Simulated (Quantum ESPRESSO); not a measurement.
# The valence band of WC as photoemission sees it, part 14 of 15

Wanted: projected DOS of WC, weighted into photoemission and X-ray emission spectra, at several levels of theory.

Quantum ESPRESSO 7.5; DFT, PBE, plane waves, ultrasoft GBRV pseudopotentials, scalar-relativistic (the session's first sound run).

So far. Step 13 (With PBEsol: bands): Of the bands kept, 2 cross the Fermi level on this path. Step 14 (Other settings: self-consistent run: diagonalization = …): Against step 2 (now other solver), the free energy stays within 0.05 meV an atom. The two runs end at the same energy.

## (15) Other settings: levels for the DOS: diagonalization = "rmm-davidson"

Level of this step: DFT, PBE, plane waves, ultrasoft GBRV pseudopotentials, scalar-relativistic; changed: diagonalization = "rmm-davidson" (Quantum ESPRESSO).

The levels for the density of states are solved on the fixed potential, without another SCF cycle.

nscf.in reads:

```
&control
  calculation = 'nscf'
  prefix = 'pes'
  outdir = './tmp'
  pseudo_dir = './pp'
  verbosity = 'high'
/
&system
  ibrav = 0
  nat = 2
  ntyp = 2
  ecutwfc = 40.0
  ecutrho = 200.0
  occupations = 'smearing'
  nbnd = 17
  smearing = 'fd'
  degauss = 0.00367
/
&electrons
  conv_thr = 1.2e-08
  mixing_beta = 0.5
  electron_maxstep = 120
  diagonalization = 'rmm-davidson'
  diago_full_acc = .true.
/
ATOMIC_SPECIES
W 183.8400 w_pbe_v1.2.uspp.F.UPF
C 12.0110 c_pbe_v1.2.uspp.F.UPF
CELL_PARAMETERS angstrom
 2.906500000 0.000000000 0.000000000
 -1.453250000 2.517102836 0.000000000
 0.000000000 0.000000000 2.836600000
ATOMIC_POSITIONS crystal
W 0.000000000 0.000000000 0.000000000
C 0.666666667 0.333333333 0.500000000
K_POINTS automatic
24 24 20 0 0 0
```

Command:

```console
$ OMP_NUM_THREADS=1 mpirun -n 4 pw.x -nk 4 -in nscf.in > nscf.out
```

Log:

```text
[banner, memory and clock lines left out]
Program PWSCF v.7.5 starts

          URL

     Atomic positions and unit cell read from directory:
     ./tmp/pes.save/

     Message from routine setup:
     using ibrav=0 with symmetry is DISCOURAGED, use correct ibrav instead

     G-vector sticks info

     bravais-lattice index     =            0
     lattice parameter (alat)  =       5.4925  a.u.
     unit-cell volume          =     140.0445 (a.u.)^3
     number of atoms/cell      =            2
     number of atomic types    =            2
     number of electrons       =        18.00
     number of Kohn-Sham states=           17
     kinetic-energy cutoff     =      40.0000  Ry
     charge density cutoff     =     200.0000  Ry
     Exchange-correlation= SLA  PW   PBE  PBE
                           (   1   4   3   4   0   0   0)

     celldm(1)=   5.492489  celldm(2)=   0.000000  celldm(3)=   0.000000
     celldm(4)=   0.000000  celldm(5)=   0.000000  celldm(6)=   0.000000

     crystal axes: (cart. coord. in units of alat)
               a(1) = (   1.000000   0.000000   0.000000 )
               a(2) = (  -0.500000   0.866025   0.000000 )
               a(3) = (   0.000000   0.000000   0.975950 )

     reciprocal axes: (cart. coord. in units 2 pi/alat)
               b(1) = (  1.000000  0.577350 -0.000000 )
               b(2) = (  0.000000  1.154701  0.000000 )
               b(3) = (  0.000000 -0.000000  1.024642 )

     PseudoPot. # 1 for W  read from file:
     ./pp/w_pbe_v1.2.uspp.F.UPF
     Pseudo is Ultrasoft + core correction, Zval = 14.0
     Generated by new atomic code, or converted to UPF format
     Using radial grid of  923 points,  8 beta functions with:
                l(1) =   0
                l(2) =   0
                l(3) =   0
                l(4) =   1
                l(5) =   1
                l(6) =   2
                l(7) =   2
                l(8) =   3
     Q(r) pseudized with  6 coefficients,  rinner =    1.350   1.350   1.350
                                                       1.350   1.350   1.350
                                                       1.350

     PseudoPot. # 2 for C  read from file:
     ./pp/c_pbe_v1.2.uspp.F.UPF
     Pseudo is Ultrasoft + core correction, Zval =  4.0
     Generated by new atomic code, or converted to UPF format
     Using radial grid of  721 points,  4 beta functions with:
                l(1) =   0
                l(2) =   0
                l(3) =   1
                l(4) =   1
     Q(r) pseudized with  8 coefficients,  rinner =    1.100   1.100   1.100

     atomic species   valence    mass     pseudopotential
     W                14.00   183.84000     W ( 1.00)
     C                 4.00    12.01100     C ( 1.00)

     12 Sym. Ops. (no inversion) found

                                    s                        frac. trans.

      isym =  1     identity

 cryst.   s( 1) = (     1          0          0      )
                  (     0          1          0      )
                  (     0          0          1      )

 cart.    s( 1) = (  1.0000000 -0.0000000  0.0000000 )
                  (  0.0000000  1.0000000  0.0000000 )
                  (  0.0000000  0.0000000  1.0000000 )

      isym =  2     180 deg rotation - cart. axis [0,1,0]

 cryst.   s( 2) = (    -1          0          0      )
                  (     1          1          0      )
                  (     0          0         -1      )

 cart.    s( 2) = ( -1.0000000  0.0000000  0.0000000 )
                  (  0.0000000  1.0000000  0.0000000 )
                  (  0.0000000  0.0000000 -1.0000000 )

      isym =  3     120 deg rotation - cryst. axis [0,0,1]

 cryst.   s( 3) = (     0          1          0      )
                  (    -1         -1          0      )
                  (     0          0          1      )

 cart.    s( 3) = ( -0.5000000 -0.8660254  0.0000000 )
                  (  0.8660254 -0.5000000  0.0000000 )
                  (  0.0000000  0.0000000  1.0000000 )

      isym =  4     120 deg rotation - cryst. axis [0,0,-1]

 cryst.   s( 4) = (    -1         -1          0      )
                  (     1          0          0      )
                  (     0          0          1      )

 cart.    s( 4) = ( -0.5000000  0.8660254  0.0000000 )
                  ( -0.8660254 -0.5000000  0.0000000 )
                  (  0.0000000  0.0000000  1.0000000 )

      isym =  5     180 deg rotation - cryst. axis [1,-1,0]

 cryst.   s( 5) = (     0         -1          0      )
[...]
cart.    s( 5) = (  0.5000000 -0.8660254  0.0000000 )
[...]
isym =  6     180 deg rotation - cryst. axis [2,1,0]

 cryst.   s( 6) = (     1          1          0      )
[...]
cart.    s( 6) = (  0.5000000  0.8660254  0.0000000 )
[...]
isym =  7     inv. 180 deg rotation - cart. axis [0,0,1]

 cryst.   s( 7) = (     1          0          0      )
[...]
cart.    s( 7) = (  1.0000000 -0.0000000  0.0000000 )
[...]
isym =  8     inv. 180 deg rotation - cart. axis [1,0,0]

 cryst.   s( 8) = (    -1          0          0      )
[...]
cart.    s( 8) = ( -1.0000000  0.0000000  0.0000000 )
[...]
isym =  9     inv.  60 deg rotation - cryst. axis [0,0,1]

 cryst.   s( 9) = (    -1         -1          0      )
[...]
cart.    s( 9) = ( -0.5000000  0.8660254  0.0000000 )
[...]
isym = 10     inv.  60 deg rotation - cryst. axis [0,0,-1]

 cryst.   s(10) = (     0          1          0      )
[...]
cart.    s(10) = ( -0.5000000 -0.8660254  0.0000000 )
[...]
isym = 11     inv. 180 deg rotation - cryst. axis [0,1,0]

 cryst.   s(11) = (     1          1          0      )
                  (     0         -1          0      )
                  (     0          0          1      )

 cart.    s(11) = (  0.5000000  0.8660254  0.0000000 )
                  (  0.8660254 -0.5000000  0.0000000 )
                  (  0.0000000  0.0000000  1.0000000 )

      isym = 12     inv. 180 deg rotation - cryst. axis [1,1,0]

 cryst.   s(12) = (     0         -1          0      )
                  (    -1          0          0      )
                  (     0          0          1      )

 cart.    s(12) = (  0.5000000 -0.8660254  0.0000000 )
                  ( -0.8660254 -0.5000000  0.0000000 )
                  (  0.0000000  0.0000000  1.0000000 )

   Cartesian axes

     site n.     atom                  positions (alat units)
         1        W      tau(   1) = (   0.0000000   0.0000000   0.0000000  )
         2        C      tau(   2) = (   0.5000000   0.2886751   0.4879752  )

   Crystallographic axes

     site n.     atom                  positions (cryst. coord.)
         1        W      tau(   1) = (  0.0000000  0.0000000  0.0000000  )
         2        C      tau(   2) = (  0.6666667  0.3333333  0.5000000  )

     number of k points=   671  Fermi-Dirac smearing, width (Ry)=  0.0037
                       cart. coord. in units 2pi/alat
        k(    1) = (   0.0000000   0.0000000   0.0000000), wk =   0.0001736
        k(    2) = (   0.0000000   0.0000000   0.0512321), wk =   0.0003472
        k(    3) = (   0.0000000   0.0000000   0.1024642), wk =   0.0003472
        k(    4) = (   0.0000000   0.0000000   0.1536963), wk =   0.0003472
        k(    5) = (   0.0000000   0.0000000   0.2049284), wk =   0.0003472
        k(    6) = (   0.0000000   0.0000000   0.2561605), wk =   0.0003472
        k(    7) = (   0.0000000   0.0000000   0.3073927), wk =   0.0003472
        k(    8) = (   0.0000000   0.0000000   0.3586248), wk =   0.0003472
        k(    9) = (   0.0000000   0.0000000   0.4098569), wk =   0.0003472
        k(   10) = (   0.0000000   0.0000000   0.4610890), wk =   0.0003472
        k(   11) = (   0.0000000   0.0000000  -0.5123211), wk =   0.0001736
        k(   12) = (   0.0000000   0.0481125   0.0000000), wk =   0.0010417
        k(   13) = (   0.0000000   0.0481125   0.0512321), wk =   0.0020833
        k(   14) = (   0.0000000   0.0481125   0.1024642), wk =   0.0020833
        k(   15) = (   0.0000000   0.0481125   0.1536963), wk =   0.0020833
        k(   16) = (   0.0000000   0.0481125   0.2049284), wk =   0.0020833
[...]
cryst. coord.
[...]
k(  513) = (   0.1666667   0.3333333   0.3000000), wk =   0.0041667
        k(  514) = (   0.1666667   0.3333333   0.3500000), wk =   0.0041667
        k(  515) = (   0.1666667   0.3333333   0.4000000), wk =   0.0041667
        k(  516) = (   0.1666667   0.3333333   0.4500000), wk =   0.0041667
        k(  517) = (   0.1666667   0.3333333  -0.5000000), wk =   0.0020833
        k(  518) = (   0.1666667   0.3750000   0.0000000), wk =   0.0020833
        k(  519) = (   0.1666667   0.3750000   0.0500000), wk =   0.0041667
        k(  520) = (   0.1666667   0.3750000   0.1000000), wk =   0.0041667
        k(  521) = (   0.
[... cut ...]
.5598
    19.7642  22.5096  24.0321  25.6031  28.0608  31.3088  35.1041  37.4942
    39.8714

     occupation numbers
     1.0000   1.0000   1.0000   1.0000   1.0000   1.0000   1.0000   1.0000
     1.0000   0.0000   0.0000   0.0000   0.0000   0.0000   0.0000   0.0000
     0.0000

          k = 0.1250 0.4571 0.1025 (   600 PWs)   bands (ev):

   -53.3081 -17.9458 -17.4820 -17.3137   9.3740  14.0427  16.6043  17.7890
    19.4582  22.6790  24.4880  25.7020  27.8100  31.6539  34.7487  37.4681
    39.7455

     occupation numbers
     1.0000   1.0000   1.0000   1.0000   1.0000   1.0000   1.0000   1.0000
     1.0000   0.0000   0.0000   0.0000   0.0000   0.0000   0.0000   0.0000
     0.0000

          k = 0.1250 0.4571 0.1537 (   597 PWs)   bands (ev):

   -53.3037 -17.9338 -17.4729 -17.3918   9.4465  14.0894  16.4127  17.8205
    19.2196  22.9818  24.8568  25.9722  27.5959  32.0218  34.3404  37.4532
    39.4591

     occupation numbers
     1.0000   1.0000   1.0000   1.0000   1.0000   1.0000   1.0000   1.0000
     1.0000   0.0000   0.0000   0.0000   0.0000   0.0000   0.0000   0.0000
     0.0000

          k = 0.1250 0.4571 0.2049 (   595 PWs)   bands (ev):

   -53.2982 -17.9188 -17.4891 -17.4614   9.5157  14.1084  16.3503  17.5954
    19.2278  23.3592  24.9580  26.4025  27.5920  32.1959  34.1031  37.4114
    39.0836

     occupation numbers
     1.0000   1.0000   1.0000   1.0000   1.0000   1.0000   1.0000   1.0000
     1.0000   0.0000   0.0000   0.0000   0.0000   0.0000   0.0000   0.0000
     0.0000

          k = 0.1250 0.4571 0.2562 (   596 PWs)   bands (ev):

   -53.2921 -17.9023 -17.5954 -17.4490   9.5628  14.1071  16.3285  17.3306
[...]
38.7603

     occupation numbers
[...]
0.0000

          k = 0.1250 0.4571 0.3074 (   597 PWs)   bands (ev):

[...]
38.5783

     occupation numbers
[...]
0.0000

          k = 0.1250 0.4571 0.3586 (   594 PWs)   bands (ev):

[...]
38.3696

     occupation numbers
[...]
0.0000

          k = 0.1250 0.4571 0.4099 (   592 PWs)   bands (ev):

[...]
38.0420

     occupation numbers
[...]
k = 0.1250 0.4571 0.4611 (   591 PWs)   bands (ev):

[...]
occupation numbers
[...]
k = 0.1250 0.4571-0.5123 (   594 PWs)   bands (ev):

[...]
occupation numbers
[...]
k = 0.1250 0.5052 0.0000 (   600 PWs)   bands (ev):

[...]
occupation numbers
[...]
k = 0.1250 0.5052 0.0512 (   600 PWs)   bands (ev):

[...]
occupation numbers
[...]
k = 0.1250 0.5052 0.1025 (   597 PWs)   bands (ev):

[...]
occupation numbers
[...]
k = 0.1250 0.5052 0.1537 (   594 PWs)   bands (ev):

[...]
occupation numbers
[...]
k = 0.1250 0.5052 0.2049 (   593 PWs)   bands (ev):

[...]
occupation numbers
[...]
k = 0.1250 0.5052 0.2562 (   593 PWs)   bands (ev):

[...]
occupation numbers
[...]
k = 0.1250 0.5052 0.3074 (   593 PWs)   bands (ev):

[...]
k = 0.1250 0.5052 0.3586 (   589 PWs)   bands (ev):

[...]
k = 0.1250 0.5052-0.5123 (   594 PWs)   bands (ev):

[...]
k = 0.1250 0.5533-0.5123 (   594 PWs)   bands (ev):

[...]
k = 0.1667 0.2887 0.4099 (   598 PWs)   bands (ev):

[...]
k = 0.1667 0.2887 0.4611 (   594 PWs)   bands (ev):

[...]
occupation numbers
[...]
k = 0.1667 0.2887-0.5123 (   592 PWs)   bands (ev):

[...]
occupation numbers
[...]
k = 0.1667 0.3368 0.0000 (   597 PWs)   bands (ev):

[...]
occupation numbers
[...]
k = 0.1667 0.3368 0.0512 (   598 PWs)   bands (ev):

[...]
occupation numbers
[...]
0.0000

          k = 0.1667 0.3368 0.1025 (   603 PWs)   bands (ev):

[...]
39.1197

     occupation numbers
[...]
0.0000

          k = 0.1667 0.3368 0.1537 (   605 PWs)   bands (ev):

[...]
38.9731

     occupation numbers
     1.0000   1.0000   1.0000   1.0000   1.0000   1.0000   1.0000   1.0000
     1.0000   0.0000   0.0000   0.0000   0.0000   0.0000   0.0000   0.0000
     0.0000

          k = 0.1667 0.3368 0.2049 (   603 PWs)   bands (ev):

   -53.3100 -17.7658 -17.5160 -17.4227   8.9409  15.0904  16.0011  17.7763
    19.0846  22.3114  25.0417  26.3945  27.6924  31.7038  34.2500  37.6562
    38.8913

     occupation numbers
     1.0000   1.0000   1.0000   1.0000   1.0000   1.0000   1.0000   1.0000
     1.0000   0.0000   0.0000   0.0000   0.0000   0.0000   0.0000   0.0000
     0.0000

          k = 0.1667 0.3368 0.2562 (   599 PWs)   bands (ev):

   -53.3038 -17.7513 -17.6229 -17.4103   9.1290  15.1462  15.7150  17.6761
    19.0755  22.5879  25.0135  26.4687  28.1365  31.7676  34.2705  37.4543
    39.0676

     occupation numbers
     1.0000   1.0000   1.0000   1.0000   1.
```

Run time: 14 s. Hardware: 4 MPI ranks of Intel Xeon at 2.60GHz (Ice Lake), shared host; 56 s of CPU time.

(Part 14 of 15 ends here.)

[Logs are printed without paths, hosts, clocks, repeated set-up lines and the standing remarks that a program may print on its own settings, such as how far it seeks lower states.]

[Hosts, paths, dates, database ids (printed as entryN), source tags and the programs' standing remarks are cut or masked in the printed files.]

[Maps of the electrostatic potential energy from Ansatz leave out the sawtooth potential of an applied field or a dipole correction, so their vacuum need not be flat; work functions include it.]

[Peak lists hold at most the 14 tallest peaks of each spectrum; further lines can be left out.]
